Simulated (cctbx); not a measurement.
**Occupancies in Cu4WSe4I4**

Cell a = 12.7050 Å, b = 12.7050 Å, c = 6.2110 Å, α = 90.00°, β = 90.00°, γ = 90.00°; space group I4/mmm (no. 139); nominal formula Cu4WSe4I4.

The data are simulated with cctbx, not measured: Cu Kα, λ = 1.54184 Å, to d = 0.8 Å, 95 % of the full sphere, strongest reflection 40000 counts, noise from counting, a 3 % proportional error and a noise floor of 2 counts (s.d.); no absorption.

With every site full:

```text
Rint 0.031, 328 unique reflections to 0.80 A
cycle     R1     wR2    GooF  max shift (A)
   1  0.0692  0.1581   7.229   0.00095
   2  0.0120  0.0287   1.314   0.00001
final R1 0.0120 wR2 0.0287 GooF 1.314  parameters 23  data/parameter 14.3
atom        x        y        z      Ueq    occ   su(xyz)  su(Uiso or U11)
W1     0.00000  0.00000  0.50000   0.0100  1.000  0.00000  0.0002
W2     0.00000  0.00000  0.00000   0.0120  1.000  0.00000  0.0002
I1     0.83151  0.33151  0.75000   0.0124  1.000  0.00002  0.0001
Se1    0.34120  0.50000  0.25939   0.0144  1.000  0.00007  0.0002
Cu2    0.16086  0.50000  0.00000   0.0072  1.000  0.00007  0.0004
Cu3    0.33285  0.66715  0.50000   0.0149  1.000  0.00006  0.0003
difference map: max 0.70 min -1.02 rms 0.15
Q1    0.2017  0.2017  0.0000    8    0.70  0.62 A from Cu3
Q2    0.0000  0.3137  0.4179   16    0.65  0.60 A from Cu2
Q3    0.0283  0.3516  0.5000   16    0.64  0.39 A from Cu2
Q4    0.1308  0.2161  0.5000   16    0.59  2.19 A from I1
Q5    0.0000  0.3516  0.0000    8    0.47  2.66 A from I1
Q6    0.0000  0.3664  0.1235   16    0.46  2.32 A from I1
```

With the occupancies of the suspect sites free, each still typed as its main element:

```text
Rint 0.031, 328 unique reflections to 0.80 A
cycle     R1     wR2    GooF  max shift (A)
   1  0.0344  0.0901   4.136   0.00007
   9  0.0095  0.0232   1.066   0.00001
final R1 0.0095 wR2 0.0232 GooF 1.065  parameters 25  data/parameter 13.1
atom        x        y        z      Ueq    occ   su(xyz)  su(Uiso or U11)
W1     0.00000  0.00000  0.50000   0.0103  1.000  0.00000  0.0002
W2     0.00000  0.00000  0.00000   0.0108  0.972  0.00000  0.0002
I1     0.83151  0.33151  0.75000   0.0127  1.000  0.00001  0.0001
Se1    0.34118  0.50000  0.25941   0.0146  1.000  0.00005  0.0002
Cu2    0.16087  0.50000  0.00000   0.0082  1.015  0.00006  0.0004
Cu3    0.33286  0.66714  0.50000   0.0151  1.000  0.00005  0.0003
su of occupancy W2: 0.003
su of occupancy Cu2: 0.004
difference map: max 0.51 min -0.51 rms 0.13
Q1    0.2078  0.2078  0.0000    8    0.53  0.73 A from Cu3
Q2    0.1316  0.2150  0.5000   16    0.49  2.20 A from I1
Q3    0.0000  0.3106  0.3959   16    0.47  0.74 A from Cu2
Q4    0.1996  0.1996  0.3995   16    0.47  1.96 A from I1
Q5    0.0000  0.3868  0.5000    8    0.46  0.61 A from Cu2
Q6    0.0000  0.4522  0.0896   16    0.45  2.20 A from Cu2
```

**Question.** What is the disorder?

X-rays count electrons. W2 refines to 0.972(0.003), or 71.9 electrons; the site truly holds 0.95 W and 0.05 Cu, 71.8 electrons, which is 0.970 of W; Cu2 refines to 1.015(0.004), or 29.4 electrons; the site truly holds 0.9875 Cu and 0.0125 W, 29.6 electrons, which is 1.019 of Cu. A value under 1 can't tell vacancies from a lighter guest, and one over 1 needs a heavier guest; chemistry or a second radiation must settle which. Occupancy correlates with U and the scale, and the two elements' form factors differ in shape, so the match is approximate.

Freeing them takes R1 from 0.0120 to 0.0095 and GooF from 1.31 to 1.06.

The model is made up (kin elements in a known structure type, no relaxation), so it says nothing on whether the phase exists.

[Middle refinement cycles are left out of these outputs.]

[Logs are printed without paths, hosts, clocks, repeated set-up lines and the standing remarks that a program may print on its own settings, such as how far it seeks lower states.]
